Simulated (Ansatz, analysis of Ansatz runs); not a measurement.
# Can an added electron hop between V atoms in GdVO4 (I4_1/amd)?, part 2 of 2

Question: does an added electron stay on the V atom where it is started in GdVO4 (I4_1/amd), and if so, how high is the barrier for a hop to another V site nearby? Model: a cell of 48 host atoms.

Ansatz 0.2.0; plane-wave PAW DFT, PBEsol+U; relaxation of all atoms of a supercell at fixed charge in a uniform background; PAW set soft_1.

So far. Step 2 (The cell without the carrier): The largest displacement from an ideal site is 0.003 Å. Step 3 (The electron on the first site): The largest changes of the moments are 0.64 μB on V11, 0.03 μB on V10 and 0.03 μB on V12. The largest part sits on the chosen site.

## Step 4: The electron on the second site

The same start is made on the second site, to get the end of the hop.

The input, B.relax/input.yaml:

```yaml
crystal:
  lattice:
    - [0.0, 7.2111531, 6.32506012]
    - [7.2111531, 0.0, 6.32506012]
    - [7.2111531, 7.2111531, 0.0]
  atoms:
    - { symbol: Gd, position: [0.125244, 0.62482, 0.374732], spin: 7.0 }
    - { symbol: Gd, position: [0.375302, 0.874609, 0.624959], spin: 7.0 }
[... 8 atom lines left out ...]
    - { symbol: V, position: [0.500228, 0.499713, 0.499769] }
[... 1 atom line left out ...]
    - { symbol: V, position: [0.125256, 0.624616, 0.874972], spin: 1.0 }
[... 5 atom lines left out ...]
    - { symbol: O, position: [0.505017, 0.322033, 0.677403] }
[... 2 atom lines left out ...]
    - { symbol: O, position: [0.322421, 0.504502, 0.495185] }
[... 15 atom lines left out ...]
    - { symbol: O, position: [0.495429, 0.677345, 0.504598] }
[... 2 atom lines left out ...]
    - { symbol: O, position: [0.130393, 0.434355, 0.870063] }
[... 6 atom lines left out ...]
    - { symbol: O, position: [0.935048, 0.629791, 0.065009] }
total_charge: -1
basis:
  ecutwfc: 420
  xc_grid: 2
hamiltonian:
  xc: pbesol
  hubbard:
    sites: [{ species: Gd, l: f, u_eff: 6.0 }, { species: V, l: d, u_eff: 4.0 }]
    projectors: ortho-atomic
  pseudopotentials: { kind: paw, azcp: { folder: soft_1 }, xc_functional: pbe }
kpoints:
  mp_grid: { grid: [1, 1, 1] }
magnetization:
  spin_polarized: true
  initial_magnetization: 57
  spin_locking: { lock_magnetization: hard }
scf:
  occupations: { method: fermi_dirac, width: 0.01 }
  max_iter: 120
  lower_state_search: "off"
output:
  forces: true
relax:
  f_tol: 0.015
  max_steps: 70
  escape_saddle: false
checkpoint:
  write: "../B.relax.run"
  compress: false
  write_wavefunctions: true
  write_every: 100000
```

Command:

```bash
$ ansatz run input.yaml --threads 32 --pin off --max-ram 84787MiB --backend cuda --events-out ev --progress --plain --runs-dir out --max-vram 78GiB
```

Numbers of over 12 decimals in the logs are rounded to 6 here.

What it wrote:

```text
[...]
Crystal: 48 atoms, lattice volume = 657.815 Å³
Basis set: ecut = 420 eV, 12741 PW (Γ), exchange–correlation on 144×144×144 points (8 copies of the dense FFT grid, shifted against one another)
Bands: 299, of which v1, the nominal top of the filled ones, is band 221 counted from 1 (220 counted from 0)
Symmetry: 1 space group operations
[...]
k-points: 1
[...]
Starting moments: Σ|m| = 57 μB on 9 of 48 sites
[...]
SCF iter   1: F=—  HF=-114852.669923 eV  |Δ(HF+E_count)|=         —  Δρ=1.70e-1 (↑1.65e-1 ↓1.70e-1)  dr2=3.67e1  dr2_m=1.62e2  M=57.000 μB ∫|m|=60.035 μB  Hψ=2103
[...]
SCF iter   2: F=—  HF=-114861.732816 eV  |Δ(HF+E_count)|=    9.06e0  Δρ=1.23e-1 (↑1.16e-1 ↓1.23e-1)  dr2=1.17e1  dr2_m=8.32e1  M=57.000 μB ∫|m|=59.808 μB  Hψ=1041
[...]
Free energy (F): -114874.540530 eV
[...]
Internal energy: -114874.540530 eV  (E = F + TS)
E sigma→0 (E₀):  -114874.540530 eV
Fermi energy:    9.726488 (↑ 9.726492, ↓ 8.657651) eV
[...]
--- Forces (eV/Å), atoms counted from 1 ---
  atom   1  Gd     0.00021835    -0.00001050    -0.00023392
  atom   2  Gd    -0.00015015    -0.00022712    -0.00345723
  [... 3 atoms left out ...]
  atom   6  Gd    -0.01001071     0.00037022     0.00465055
  [... 42 more lines of this table ...]
  max |Σ_I F_I| component: 6.56e-6 eV/Å
--- Band table (eV) ---
[...]
Occupation matrices written to <dir>
--- Relaxed structure (6 steps of the walk, 5 accepted, 0 SCFs on fresh bases) ---
  F+E_penalty+E_count = -114874.54053017 eV   max|allowed force component| = 1.001e-2 eV/Å
  atoms:
    - { symbol: Gd, position: [0.125231, 0.624718, 0.374832] }
    - { symbol: Gd, position: [0.373969, 0.873396, 0.626155] }
    [... 3 atoms left out ...]
    - { symbol: Gd, position: [0.246657, 0.252459, 0.753403] }
  [... 42 more lines of this table ...]
[key lines of the parts left out:]
SCF converged after 8 iterations
Magnetization: 57.0000 μB (249.0000 up, 192.0000 down)
```

Run time: 5.6 s. Hardware: 1 × NVIDIA GB200 with 32 threads of Arm Neoverse V2, shared host; peak memory 1.5 GiB; 23 s of CPU time.

Distances from V13 without and with the electron:

| atom | without (Å) | with (Å) |
| --- | --- | --- |
| O33 | 1.71 | 1.77 |
| O48 | 1.71 | 1.77 |
| O41 | 1.71 | 1.77 |
| O30 | 1.71 | 1.77 |

The largest changes of the moments are 0.64 μB on V13, 0.03 μB on V14 and 0.03 μB on V16. The largest part sits on the chosen site.

## Step 5: Points on the line between the two structures

All atoms move on the straight line between the two relaxed structures, 2.07 amu^1/2 Å long in mass-weighted terms. Each point starts from the state of the point before, once from either end, so that both localised states can be followed; the midpoint is also started with the carrier shared.

The input, A.x0500/input.yaml:

```yaml
crystal:
  lattice:
    - [0.0, 7.2111531, 6.32506012]
    - [7.2111531, 0.0, 6.32506012]
    - [7.2111531, 7.2111531, 0.0]
  atoms:
    - { symbol: Gd, position: [0.126554, 0.622971, 0.376578], spin: 7.0 }
    - { symbol: Gd, position: [0.376361, 0.872716, 0.623764], spin: 7.0 }
[... 8 atom lines left out ...]
    - { symbol: V, position: [0.499515, 0.499707, 0.500538], spin: 1.0 }
[... 1 atom line left out ...]
    - { symbol: V, position: [0.125912, 0.624754, 0.874218] }
[... 16 atom lines left out ...]
    - { symbol: O, position: [0.307823, 0.622432, 0.875668] }
[... 2 atom lines left out ...]
    - { symbol: O, position: [0.12444, 0.805753, 0.69229] }
[... 4 atom lines left out ...]
    - { symbol: O, position: [0.499648, 0.681064, 0.500437] }
[... 2 atom lines left out ...]
    - { symbol: O, position: [0.125843, 0.443352, 0.874317] }
[... 6 atom lines left out ...]
    - { symbol: O, position: [0.945235, 0.627936, 0.054844] }
total_charge: -1
basis:
  ecutwfc: 420
  xc_grid: 2
hamiltonian:
  xc: pbesol
  hubbard:
    sites: [{ species: Gd, l: f, u_eff: 6.0 }, { species: V, l: d, u_eff: 4.0 }]
    projectors: ortho-atomic
  pseudopotentials: { kind: paw, azcp: { folder: soft_1 }, xc_functional: pbe }
kpoints:
  mp_grid: { grid: [1, 1, 1] }
magnetization:
  spin_polarized: true
  initial_magnetization: 57
  spin_locking: { lock_magnetization: hard }
scf:
  occupations: { method: fermi_dirac, width: 0.01 }
  max_iter: 120
  lower_state_search: "off"
output:
  forces: true
  eigenvalues: true
  eigenstates: { localisation: true }
  write_density: true
  write_potential: true
  volumetric_format: npy
checkpoint:
  read: "../A.x0375.run"
  write: "../A.x0500.run"
  compress: false
  write_wavefunctions: true
  write_every: 100000
```

What it wrote:

```text
[...]
Warning: checkpoint.read: the run can stay near the saved state's solution: 48 site(s) moved relative to the saved geometry (max |Δs| = 1.277e-3 fractional); [...]
[...]
device memory: the entry about to start is reckoned to put 5.4 GiB on a device that reports 169.9 GiB free (of which the cap on the GPU budget leaves the run 78.0 GiB)
GPU FFT provider: cuFFT
GPU libraries: cuBLAS 13.8.1, cuFFT 12.4.0, cuSOLVER 12.3.2
GPU matrix products: emulated (plane waves: as basis.precision tells), large ones in fixed point in workspaces of 1.00 GiB
Crystal: 48 atoms, lattice volume = 657.815 Å³
Basis set: ecut = 420 eV, 12741 PW (Γ), exchange–correlation on 144×144×144 points (8 copies of the dense FFT grid, shifted against one another)
Bands: 299, of which v1, the nominal top of the filled ones, is band 221 counted from 1 (220 counted from 0)
Symmetry: 1 space group operations
[...]
k-points: 1
[...]
Starting moments: Σ|m| = 57 μB on 9 of 48 sites; this step starts from the density that it was given
[...]
GPU buffer pool allocated for 373248 grid points (all kernels)
GPU transforms: local potential and band sums: pruned to the plane-wave sphere, on 72×72×72
[...]
SCF iter  16: F=-114874.444647 eV  HF=-114874.444647 eV  |Δ(HF+E_count)|=   2.63e-8  Δρ=2.66e-6 (↑2.66e-6 ↓2.33e-6)  dr2=6.91e-8  dr2_m=2.26e-8  M=57.000 μB ∫|m|=58.982 μB  Hψ=4436
SCF 1 converged in 16 iterations: F = -114874.444647 eV  dr2 = 6.91e-8
[...]
SCF converged after 16 iterations
[...]
Magnetization: 57.0000 μB (249.0000 up, 192.0000 down)
Absolute magnetization: 58.9783 μB (∫|ρ↑−ρ↓|, with the PAW one-centre terms)
[...]
Per-site moments (μB) at R_I (Å): [(6.863434, 0.950344), (6.867627, 0.953764), (6.863408, 0.950320), [... 7 left out ...]
Free energy (F): -114874.444647 eV
[...]
Internal energy: -114874.444647 eV  (E = F + TS)
E sigma→0 (E₀):  -114874.444647 eV
Fermi energy:    9.772300 (↑ 9.772300, ↓ 8.681551) eV
[...]
--- Forces (eV/Å), atoms counted from 1 ---
  atom   1  Gd     0.00065977    -0.12409851    -0.01313955
  atom   2  Gd     0.11116960    -0.00057656     0.13202323
  [... 3 atoms left out ...]
  atom   6  Gd    -0.10684061     0.00068618    -0.13816481
  [... 42 more lines of this table ...]
  max |Σ_I F_I| component: 1.77e-5 eV/Å
--- Band table (eV) ---
[...]
Occupation matrices written to <dir>
```

Elapsed: 2.4 s, on 1 × NVIDIA GB200 with 32 threads; peak memory 1.4 GiB.

The column dr2 measures how far the density is from self-consistency, as an energy; F and HF (Harris–Foulkes) agree once it is small.

From eigenstates.tsv, first k-point; energies on the run's zero. The participation number counts the atoms that a state is spread over, of 48; bands count from 0.

| spin | band | energy (eV) | occupation | participation | largest share on | share |
| --- | --- | --- | --- | --- | --- | --- |
| down | 186 | 6.586 | 1.00 | 17.5 | O43 | 0.10 |
| down | 187 | 6.601 | 1.00 | 17.3 | O44 | 0.09 |
| down | 188 | 6.606 | 1.00 | 23.8 | O26 | 0.07 |
| down | 189 | 6.681 | 1.00 | 12.1 | O38 | 0.12 |
| down | 190 | 6.685 | 1.00 | 11.9 | O46 | 0.13 |
| down | 191 | 6.946 | 1.00 | 32.1 | O43 | 0.04 |
| down | 192 | 10.417 | 0.00 | 14.3 | V14 | 0.10 |
| down | 193 | 10.903 | 0.00 | 7.6 | V14 | 0.18 |
| down | 194 | 10.952 | 0.00 | 10.7 | V10 | 0.15 |
| down | 195 | 11.018 | 0.00 | 5.3 | V9 | 0.30 |
| down | 196 | 11.050 | 0.00 | 4.8 | V14 | 0.32 |
| up | 243 | 6.701 | 1.00 | 30.9 | O25 | 0.05 |
| up | 244 | 6.704 | 1.00 | 17.3 | O41 | 0.11 |
| up | 245 | 6.786 | 1.00 | 11.5 | O38 | 0.11 |
| up | 246 | 6.790 | 1.00 | 11.5 | O41 | 0.11 |
| up | 247 | 7.010 | 1.00 | 32.4 | O41 | 0.04 |
| up | 248 | 9.478 | 1.00 | 9.7 | V13 | 0.21 |
| up | 249 | 10.067 | 0.00 | 5.1 | V11 | 0.30 |
| up | 250 | 10.422 | 0.00 | 17.5 | V11 | 0.10 |
| up | 251 | 10.779 | 0.00 | 5.2 | V14 | 0.30 |
| up | 252 | 10.779 | 0.00 | 5.2 | V10 | 0.30 |
| up | 253 | 10.798 | 0.00 | 12.0 | V11 | 0.17 |

Under PBEsol+U (4, 6 eV) at the zone centre alone, the highest filled state is spin up, spread over 10 of 48 atoms, and the lowest empty one, 0.59 eV above it, is spin up, spread over 5 of 48 atoms.

Free energies from the first end:

| started from | fraction | energy (eV) | moment change on V11 (μB) | on V13 (μB) |
| --- | --- | --- | --- | --- |
| first site | 0 | 0.000 | 0.64 | 0.03 |
| first site | 0.125 | 0.010 | 0.61 | 0.04 |
| first site | 0.25 | 0.038 | 0.56 | 0.08 |
| first site | 0.375 | 0.074 | 0.48 | 0.15 |
| first site | 0.5 | 0.096 | 0.32 | 0.33 |
| first site | 0.625 | 0.074 | 0.15 | 0.49 |
| second site | 0.875 | 0.010 | 0.04 | 0.61 |
| second site | 0.75 | 0.037 | 0.08 | 0.56 |
| second site | 0.625 | 0.074 | 0.15 | 0.49 |
| second site | 0.5 | 0.096 | 0.32 | 0.33 |
| second site | 0.375 | 0.074 | 0.48 | 0.15 |
| shared | 0.5 | 0.096 | 0.32 | 0.33 |
| second site | 1 | 0.000 | 0.03 | 0.64 |

## Step 6: Results

```yaml
distance_of_the_two_sites_without_the_carrier: 3.94 Å
```

**Reading.** The highest point of the line lies 0.10 eV above the first end, but there the electron is shared and partly spread further, so this is no barrier of a single pair, which may be higher, and the image-charge term need not cancel. No run compares the localised electron with one spread in the band, so its binding is unknown. The magnetic order was assumed and need not be the ground state. The total moment is locked, so a carrier of the other spin direction was not tried. The program's search for lower electronic states was switched off in all runs, so that each state is followed; none is shown to be the lowest at its structure. No image-charge correction is applied; it nearly cancels along the line while the charge stays localised. Keep in mind: sampling at the zone centre alone can move energies of charged and open-shell states by tenths of an eV or more in cells of this size; gap and trapping depend on the U chosen (Gd f 6.0 eV, V d 4.0 eV); spin–orbit coupling, which can matter with heavy atoms, is left out.

[Logs are printed without paths, hosts, clocks, repeated set-up lines and the standing remarks that a program may print on its own settings, such as how far it seeks lower states.]

[Hosts, paths, dates, database ids (printed as entryN), source tags and the programs' standing remarks are cut or masked in the printed files.]
